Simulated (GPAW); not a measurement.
# A 7-layer slab of Ir(111): simulated STM images

Aim: Tersoff-Hamann images of a 7-layer slab of Ir(111) at several biases.

Calculated with GPAW 26.7.0; GPAW, PAW setups; slab in vacuum, relaxation, in the first sound run; inputs show where later runs differ.

## Step 1: Starting point

The cell holds 7 atoms: 7 Ir. Its edges and angles: a = 2.715 Å, b = 2.715 Å, c = 31.302 Å, α = 90.0°, β = 90.0°, γ = 60.0°. Vacuum lies along c.

## Step 2: Relaxing the atoms

Forces are removed first; all later runs use this geometry. The lowest 3 atoms are held at bulk positions and keep their forces.

Input file run.py:

```python
import json
import numpy as np
from ase import Atoms
from ase.constraints import FixAtoms
from ase.optimize import BFGS
from gpaw import GPAW, PW

slab = Atoms(
    ['Ir', 'Ir', 'Ir', 'Ir', 'Ir', 'Ir', 'Ir'],
    positions=[
        [0.00000, 0.00000, 9.00000],
        [1.35765, 0.78384, 11.21703],
        [2.71529, 1.56767, 13.43405],
        [0.00000, 0.00000, 15.65108],
        [1.35765, 0.78384, 17.86810],
        [2.71529, 1.56767, 20.08513],
        [0.00000, 0.00000, 22.30215]],
    cell=[[2.71529, 0.0, 0.0], [1.35765, 2.35151, 0.0], [0.0, 0.0, 31.30215]],
    pbc=[True, True, False])

slab.calc = GPAW(mode=PW(400), xc='PBE', kpts={'size': (13, 13, 1), 'gamma': True},
                 occupations={'name': 'fermi-dirac', 'width': 0.1}, nbands='160%',
                 convergence={'density': 1e-05}, maxiter=200,
                 poissonsolver={'dipolelayer': 'xy'},
                 symmetry={'tolerance': 1e-3, 'extra_ids': [1, 1, 1, 0, 0, 0, 0]}, txt='slab.txt')
result = {}
slab.set_constraint(FixAtoms([0, 1, 2]))
path = []
opt = BFGS(slab, maxstep=0.2)
opt.attach(lambda: path.append((slab.get_potential_energy(), slab.positions.tolist(), slab.get_forces().tolist())))
result['relaxed'] = bool(opt.run(fmax=0.03, steps=40))
result['path'] = path
energy = slab.get_potential_energy()
fermi = slab.calc.get_fermi_level()
v = slab.calc.get_electrostatic_potential().mean((0, 1)) - fermi
n = slab.calc.get_pseudo_density().mean((0, 1))
L = slab.cell[2, 2]
z = np.arange(len(v)) * L / len(v)
low, high = slab.positions[:, 2].min(), slab.positions[:, 2].max()
below, above = np.interp([low - 6.8, high + 6.8], z, v)
slopes = [np.interp(x, z, np.gradient(v, z)) for x in (low - 6.8, high + 6.8)]
eps = np.array([[slab.calc.get_eigenvalues(k, s) for k in range(len(slab.calc.get_ibz_k_points()))]
                for s in range(slab.calc.get_number_of_spins())]) - fermi
top, bottom = eps[eps < 0].max(), eps[eps > 0].min()
dipole = slab.get_dipole_moment()[2]
print(f'energy {energy:.4f} eV, Fermi level {fermi:.4f} eV, dipole {dipole:.5f} e A')
print(f'potential 6.8 A off the faces, from the Fermi level: lower {below:.4f} eV, upper {above:.4f} eV')
print(f'slope of the potential there: lower {slopes[0]:.5f}, upper {slopes[1]:.5f} eV/A')
print(f'nearest levels on the mesh: {top:.4f} and {bottom:.4f} eV')
print('magnetic moment', round(slab.get_magnetic_moment(), 3))
result.update(energy=energy, fermi=fermi, dipole=dipole, below=below, above=above, slopes=slopes, edges=[top, bottom],
              z=z.tolist(), v=v.tolist(), n=n.tolist(), positions=slab.positions.tolist(),
              forces=slab.get_forces(apply_constraint=False).tolist(), moments=slab.get_magnetic_moments().tolist())
json.dump(result, open('result.json', 'w'))
```

Started as:

```sh
> OMP_NUM_THREADS=1 OPENBLAS_NUM_THREADS=1 python run.py
```

What it wrote:

```text
Step          Energy          fmax
BFGS:    0      -63.739687        0.345653
BFGS:    1      -63.742418        0.262446
BFGS:    2      -63.746773        0.141668
BFGS:    3      -63.747336        0.136626
BFGS:    4      -63.750763        0.129541
BFGS:    5      -63.751332        0.130009
BFGS:    6      -63.754276        0.134747
BFGS:    7      -63.754674        0.104261
BFGS:    8      -63.755010        0.038668
BFGS:    9      -63.755065        0.016613
energy -63.6254 eV, Fermi level 4.6034 eV, dipole 0.00098 e A
potential 6.8 A off the faces, from the Fermi level: lower 5.4911 eV, upper 5.4860 eV
slope of the potential there: lower -0.00025, upper 0.00016 eV/A
nearest levels on the mesh: -0.0069 and 0.0043 eV
magnetic moment 0.0
```

It took 47 min on 1 thread of Arm Neoverse V1, shared host; peak memory 0.31 GiB.

The steps of the relaxation:

```
step  energy less that of the first step (eV)  largest force (eV/Å)
   1                                   0.0000                0.3457
   2                                  -0.0030                0.2624
   3                                  -0.0082                0.1417
   4                                  -0.0087                0.1366
   5                                  -0.0121                0.1295
   6                                  -0.0126                0.1300
   7                                  -0.0151                0.1347
   8                                  -0.0154                0.1043
   9                                  -0.0157                0.0387
  10                                  -0.0157                0.0166
```

The atoms that moved most (Å):

```
atom     dx     dy     dz  length
 Ir6  0.000  0.000  0.079   0.079
 Ir5  0.000  0.000  0.065   0.065
 Ir7  0.000  0.000  0.057   0.057
 Ir4  0.000  0.000  0.034   0.034
```

The relaxed structure:

```
Ir
1.0
     2.71529    0.00000    0.00000
     1.35765    2.35151    0.00000
     0.00000    0.00000   31.30215
Ir
7
Direct
  0.00000 0.00000 0.28752
  0.33333 0.33333 0.35835
  0.66667 0.66667 0.42917
  0.00000 0.00000 0.50109
  0.33333 0.33333 0.57291
  0.66667 0.66667 0.64418
  0.00000 0.00000 0.71429
```

This step gave:

| Quantity | Value |
| --- | --- |
| dipole along the normal | 9.75e-4 e·Å |
| levels nearest the Fermi level on the mesh | -0.006945, 0.004334 eV from the Fermi level |
| upper work function | 5.486 eV |
| lower work function | 5.491 eV |

The electrostatic potential energy of an electron (without an applied field's), less the Fermi level, planar mean oscillates, so the rows of the table below give means over windows of 2.24 Å about each position, cut where the curve ends. Its maxima inside the range that stand out by 2 % of the span (Å: eV): 10.1: -1.76, 12.4: -2.04, 14.6: -1.68, 16.8: -1.68, 19.1: -1.88, 21.3: -2.04. Its minima: 9.0: -30.7, 11.2: -31.3, 13.4: -31.4, 15.7: -31.3, 17.9: -31.2, 20.1: -31.3, 22.4: -30.9.

The electrostatic potential energy of an electron (without an applied field's), less the Fermi level, planar mean by z; means over each step:

```
z (Å)  electrostatic potential energy of an electron (without an applied field's), less the Fermi level, planar mean (eV)
 1.12                                                                                                                5.49
 3.36                                                                                                                5.49
 5.60                                                                                                                5.46
 7.84                                                                                                               -3.96
10.08                                                                                                               -14.8
12.32                                                                                                               -15.1
14.56                                                                                                               -14.5
16.80                                                                                                               -14.6
19.04                                                                                                               -14.9
21.28                                                                                                               -15.2
23.52                                                                                                               -3.97
25.76                                                                                                                5.46
28.00                                                                                                                5.49
30.24                                                                                                                5.49
```

The pseudo valence density, planar mean oscillates, so the rows of the table below give means over windows of 2.24 Å about each position, cut where the curve ends. Its maxima inside the range that stand out by 2 % of the span (Å: e/Å³): 8.9: 2.25, 11.3: 2.24, 13.4: 2.28, 15.8: 2.23, 17.9: 2.27, 20.2: 2.25, 22.4: 2.28. Its minima: 10.2: 0.393, 12.4: 0.380, 14.5: 0.368, 16.8: 0.363, 19.0: 0.384, 21.3: 0.396.

Table of pseudo valence density, planar mean by z; means over each step:

z (Å), pseudo valence density, planar mean (e/Å³) and a bar:
```
     3.36       0.00 
     5.60       0.00 
     7.84       0.49 #############
    10.08       1.07 ##############################
    12.32       1.07 #############################
    14.56       1.04 #############################
    16.80       1.04 #############################
    19.04       1.06 #############################
    21.28       1.09 ##############################
    23.52       0.49 #############
    25.76       0.00 
    28.00       0.00
```

The relaxation lowered the energy of the cell by 0.0157 eV (energies extrapolated to zero smearing; the optimiser's log prints free energies). The largest force left on a free atom is 0.017 eV/Å.

## Step 3: Plane waves, PBE

The work function is the vacuum plateau of the electrostatic potential less the Fermi level; a dipole layer lets the two faces have plateaus of their own.

This step: GPAW, PAW setups; slab in vacuum (GPAW 26.7.0).

Changes to run.py since step 2:

```diff
@@ -3,4 +3,3 @@
 from ase import Atoms
-from ase.constraints import FixAtoms
-from ase.optimize import BFGS
+from ase.dft.stm import STM
 from gpaw import GPAW, PW
@@ -13,6 +12,6 @@
         [2.71529, 1.56767, 13.43405],
-        [0.00000, 0.00000, 15.65108],
-        [1.35765, 0.78384, 17.86810],
-        [2.71529, 1.56767, 20.08513],
-        [0.00000, 0.00000, 22.30215]],
+        [0.00000, -0.00000, 15.68512],
+        [1.35765, 0.78384, 17.93334],
+        [2.71529, 1.56767, 20.16413],
+        [-0.00000, -0.00000, 22.35867]],
     cell=[[2.71529, 0.0, 0.0], [1.35765, 2.35151, 0.0], [0.0, 0.0, 31.30215]],
@@ -24,10 +23,4 @@
                  poissonsolver={'dipolelayer': 'xy'},
-                 symmetry={'tolerance': 1e-3, 'extra_ids': [1, 1, 1, 0, 0, 0, 0]}, txt='slab.txt')
+                 symmetry={'tolerance': 1e-3}, txt='slab.txt')
 result = {}
-slab.set_constraint(FixAtoms([0, 1, 2]))
-path = []
-opt = BFGS(slab, maxstep=0.2)
-opt.attach(lambda: path.append((slab.get_potential_energy(), slab.positions.tolist(), slab.get_forces().tolist())))
-result['relaxed'] = bool(opt.run(fmax=0.03, steps=40))
-result['path'] = path
 energy = slab.get_potential_energy()
@@ -53,2 +46,16 @@
               forces=slab.get_forces(apply_constraint=False).tolist(), moments=slab.get_magnetic_moments().tolist())
+
+# Images need the states of the whole zone, up to time reversal
+slab.calc = slab.calc.fixed_density(symmetry={'point_group': False}, txt='states.txt', nbands='250%',
+                                    convergence={'bands': 'CBM+1.3'})
+stm = STM(slab)
+result['stm'] = []
+for bias in [-1.0, 1.0]:
+    height = high + 3.5
+    current = stm.get_averaged_current(bias, height)
+    x, y, h = stm.scan(bias, current)
+    i, f = divmod(height / L * stm.ldos.shape[2], 1)
+    I = abs((1 - f) * stm.ldos[:, :, int(i)] + f * stm.ldos[:, :, int(i) + 1])
+    print(f'bias {bias} V: mean current at 3.5 A {current:.4e}, corrugation {np.ptp(h):.4f} A')
+    result['stm'].append(dict(bias=bias, current=current, h=(h - high).tolist(), I=I.tolist()))
 json.dump(result, open('result.json', 'w'))
```

What it wrote:

```text
energy -63.6254 eV, Fermi level 4.6037 eV, dipole 0.00053 e A
potential 6.8 A off the faces, from the Fermi level: lower 5.4906 eV, upper 5.4844 eV
slope of the potential there: lower -0.00018, upper 0.00003 eV/A
nearest levels on the mesh: -0.0069 and 0.0043 eV
magnetic moment 0.0
bias -1.0 V: mean current at 3.5 A 6.2646e-05, corrugation 0.0419 A
bias 1.0 V: mean current at 3.5 A 4.9148e-05, corrugation 0.1278 A
```

Wall time 21 min (1 thread); peak memory 1.1 GiB.

Numbers from this step:

```
dipole along the normal                    : 5.26e-4 e·Å
levels nearest the Fermi level on the mesh : -0.006945, 0.004348 eV from the Fermi level
upper work function                        : 5.484 eV
corrugation -1                             : 0.04191 Å
corrugation 1                              : 0.1278 Å
```

The electrostatic potential energy of an electron (without an applied field's), less the Fermi level, planar mean oscillates, so the rows of the table below give means over windows of 2.24 Å about each position, cut where the curve ends. Its maxima inside the range that stand out by 2 % of the span (Å: eV): 10.1: -1.76, 12.4: -2.04, 14.6: -1.68, 16.8: -1.68, 19.1: -1.88, 21.3: -2.04. Its minima: 9.0: -30.7, 11.2: -31.3, 13.4: -31.4, 15.7: -31.3, 17.9: -31.2, 20.1: -31.3, 22.4: -30.9.

Electrostatic potential energy of an electron (without an applied field's), less the Fermi level, planar mean against z; means over each step:

```
z (Å)  electrostatic potential energy of an electron (without an applied field's), less the Fermi level, planar mean (eV)
 1.12                                                                                                                5.49
 3.36                                                                                                                5.49
 5.60                                                                                                                5.46
 7.84                                                                                                               -3.96
10.08                                                                                                               -14.8
12.32                                                                                                               -15.1
14.56                                                                                                               -14.5
16.80                                                                                                               -14.6
19.04                                                                                                               -14.9
21.28                                                                                                               -15.2
23.52                                                                                                               -3.97
25.76                                                                                                                5.46
28.00                                                                                                                5.48
30.24                                                                                                                5.48
```

The pseudo valence density, planar mean oscillates, so the rows of the table below give means over windows of 2.24 Å about each position, cut where the curve ends. Its maxima inside the range that stand out by 2 % of the span (Å: e/Å³): 8.9: 2.25, 11.3: 2.24, 13.4: 2.28, 15.8: 2.23, 17.9: 2.27, 20.2: 2.25, 22.4: 2.28. Its minima: 10.2: 0.393, 12.4: 0.380, 14.5: 0.368, 16.8: 0.363, 19.0: 0.384, 21.3: 0.396.

Pseudo valence density, planar mean against z; means over each step:

```
z (Å)  pseudo valence density, planar mean (e/Å³)
 3.36                                      2.6e-6
 5.60                                     0.00116
 7.84                                       0.485
10.08                                        1.07
12.32                                        1.07
14.56                                        1.04
16.80                                        1.04
19.04                                        1.06
21.28                                        1.09
23.52                                       0.487
25.76                                     0.00116
28.00                                      2.3e-6
```

Tip height over the top atom over a1 and a2. Sample bias -1 V, constant current at the mean current 3.5 Å over the top atom.

Ten even steps from '_' (3.484 Å) to '@' (3.526 Å):
```
@@@@@@##++--::____::--++##@@
%%@@%%##**==::..__..::==**##
**####**++==::..____..::==++
++++**++++--::..______..::--
--========--::..________..::
..::::--::::..______________
................__........__
......______......::::::::::
--::..________..::----====--
++==::..______..::==++++**++
**++==--..____..--==++**####
%%##**==::......::==**##%%@@
@@@@##++==::....::==++##@@@@
@@@@%%**++--......--++**%%@@
```
Columns: a1 from 0 to 0.929; rows upwards: a2 from 0 to 0.929.

Local density of states summed over the bias window over a1 and a2. Sample bias -1 V, constant height 3.5 Å over the top atom.

Ten even steps from '0' (6.04 × 1e-5 arbitrary) to '9' (6.69 × 1e-5 arbitrary):
```
99875310013578
88875421012457
67765421001245
45554321000123
23443211000011
12222210000000
11111111011110
11100011112221
22100001223443
43210001234555
65421001245677
87542111245788
98753211235789
99864211124689
```
Columns: a1 from 0 to 0.929; rows upwards: a2 from 0 to 0.929.

Tip height over the top atom over a1 and a2. Sample bias 1 V, constant current at the mean current 3.5 Å over the top atom.

Ten even steps from '0' (3.44 Å) to '9' (3.57 Å):
```
99986421124689
89886431113468
78876431001346
56665431000134
34554321000012
22333221100011
11111111111111
21100011223332
32100001234444
54310001345666
76531001356788
88653111356889
99864211246899
99875321235789
```
Columns: a1 from 0 to 0.929; rows upwards: a2 from 0 to 0.929.

Local density of states summed over the bias window over a1 and a2. Sample bias 1 V, constant height 3.5 Å over the top atom.

Ten even steps from '0' (4.35 × 1e-5 arbitrary) to '9' (6.05 × 1e-5 arbitrary):
```
99875311113578
88875321012357
67765321001235
45554321000123
23333211000011
11222111000001
11111111111111
11000001112221
21100001123333
43210001234555
65321001235677
87532101235788
98753111135789
99864211124689
```
Columns: a1 from 0 to 0.929; rows upwards: a2 from 0 to 0.929.

Force by atom:

```
atom  x (eV/Å)  y (eV/Å)  z (eV/Å)   size
 Ir1     0.000     0.000     0.206  0.206
 Ir2     0.000     0.000    -0.289  0.289
 Ir3     0.000     0.000     0.084  0.084
 Ir4     0.000     0.000    -0.006  0.006
 Ir5     0.000     0.000     0.016  0.016
 Ir6     0.000     0.000    -0.014  0.014
 Ir7     0.000     0.000     0.004  0.004
```

The potential is flat to 1.8e-4 eV/Å where it is read, so the vacuum is wide enough.

## Step 4: A changed run

One more run, with changed settings.

Changes to run.py since step 3:

```diff
@@ -3,3 +3,2 @@
 from ase import Atoms
-from ase.dft.stm import STM
 from gpaw import GPAW, PW
@@ -17,3 +16,3 @@
     cell=[[2.71529, 0.0, 0.0], [1.35765, 2.35151, 0.0], [0.0, 0.0, 31.30215]],
-    pbc=[True, True, False])
+    pbc=[True, True, True])
 
@@ -21,3 +20,3 @@
                  occupations={'name': 'fermi-dirac', 'width': 0.1}, nbands='160%',
-                 convergence={'density': 1e-05}, maxiter=200,
+                 convergence={'density': 1e-05}, maxiter=75,
                  poissonsolver={'dipolelayer': 'xy'},
@@ -46,16 +45,2 @@
               forces=slab.get_forces(apply_constraint=False).tolist(), moments=slab.get_magnetic_moments().tolist())
-
-# Images need the states of the whole zone, up to time reversal
-slab.calc = slab.calc.fixed_density(symmetry={'point_group': False}, txt='states.txt', nbands='250%',
-                                    convergence={'bands': 'CBM+1.3'})
-stm = STM(slab)
-result['stm'] = []
-for bias in [-1.0, 1.0]:
-    height = high + 3.5
-    current = stm.get_averaged_current(bias, height)
-    x, y, h = stm.scan(bias, current)
-    i, f = divmod(height / L * stm.ldos.shape[2], 1)
-    I = abs((1 - f) * stm.ldos[:, :, int(i)] + f * stm.ldos[:, :, int(i) + 1])
-    print(f'bias {bias} V: mean current at 3.5 A {current:.4e}, corrugation {np.ptp(h):.4f} A')
-    result['stm'].append(dict(bias=bias, current=current, h=(h - high).tolist(), I=I.tolist()))
 json.dump(result, open('result.json', 'w'))
```

What it wrote:

```text
AssertionError
```

Run time: 1 s. Hardware: 1 thread; peak memory 0.15 GiB.

The program refused the input before any cycle.

The fault put into the input: a dipole layer in a cell that repeats along the normal (pbc_z = true).

## Step 5: What came out

- work function, upper and lower face: 5.484 and 5.491 eV
- dipole along the normal: 5.3e-4 e Å, near the numerical noise
- corrugation at -1 V: 0.0419 Å
- corrugation at 1 V: 0.128 Å

In words: The corrugation at constant current is largest at 1 V, where the tip height varies by 0.13 Å over the cell. Negative sample bias images filled states, positive bias empty ones. The measured value for this face is 5.78 eV (as compiled in "Anisotropic work function of elemental crystals", 2019, arxiv:1902.07811); the relaxed upper face lies 0.30 eV under it with PBE. Measured work functions scatter by a tenth of an eV or more between methods. The images are of Tersoff-Hamann type: an s-wave tip, no tip-sample forces, heights closer than in a microscope. The small printed dipole stands for a step of -15 meV from the lower to the upper face, and the probes find -6.2 meV; values this small are near the numerical noise of both. The in-plane lattice was kept as typed, which isn't the functional's own and leaves some strain; spin-orbit coupling and temperature are left out.

[Logs are printed without paths, hosts, clocks, repeated set-up lines and the standing remarks that a program may print on its own settings, such as how far it seeks lower states.]

[Hosts, paths, dates, database ids (printed as entryN), source tags and the programs' standing remarks are cut or masked in the printed files.]
